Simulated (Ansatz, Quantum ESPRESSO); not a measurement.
# Ti [001], hcp: uniaxial strain and lateral response

The c axis is held at a set length while the cell relaxes sideways. How do the lateral strain and the stress follow? The strained cell has c along the load; unstrained it is a = 2.9010 Å, b = 2.9010 Å, c = 4.5887 Å, α = 90.00°, β = 90.00°, γ = 120.00°, with 2 atoms.

Calculated with Ansatz 0.2.0, PBEsol, PAW files of the set soft_1, cutoff 600 eV, Fermi–Dirac smearing 0.05 eV, k-mesh 17×17×10, no spin polarisation, no spin-orbit coupling.

Relaxed positions at 0 %:

```csv
atom,x,y,z
Ti,0.3333,0.6667,0.7500
Ti,0.6667,0.3333,0.2500
```

| ε_c (%) | a (Å) | c (Å) | ε_a (%) | σ (GPa, tension positive) |
| --- | --- | --- | --- | --- |
| −3 | 2.9281 | 4.4510 | 0.935 | −4.69 |
| −2 | 2.9186 | 4.4969 | 0.608 | −3.16 |
| −1 | 2.9095 | 4.5428 | 0.294 | −1.61 |
| 0 | 2.9010 | 4.5887 | 0.000 | −0.02 |
| 2 | 2.8837 | 4.6804 | −0.594 | 2.90 |
| 3 | 2.8752 | 4.7263 | −0.888 | 4.20 |

**Question.** Fit both responses and give the free strain and the stress at +1 %, a row left out above.

Least squares with y = y0 + y1 ε + y2 ε² (ε in %) gives ε_a = −0.006 + (−0.3026) ε + (0.0032) ε² and σ = −0.05 + (1.494) ε + (−0.021) ε² GPa. The linear terms put the ratio of free to applied strain at −0.303 and the Young modulus at 149 GPa.

At +1 % the free strain comes out as −0.305 %. The run itself gives −0.301 %, so the estimate misses by 0.004 %; the fitted rows themselves lie up to 0.006 % off the law.

The stress comes out as 1.42 GPa. The run itself gives 1.50 GPa, so the estimate misses by 0.08 GPa, more than the largest misfit of the fitted rows (0.05 GPa).

The same fit over all rows at other levels or in other programs gives the strain ratio = −0.302 with PBEsol (Quantum ESPRESSO, GBRV).

[Logs are printed without paths, hosts, clocks, repeated set-up lines and the standing remarks that a program may print on its own settings, such as how far it seeks lower states.]
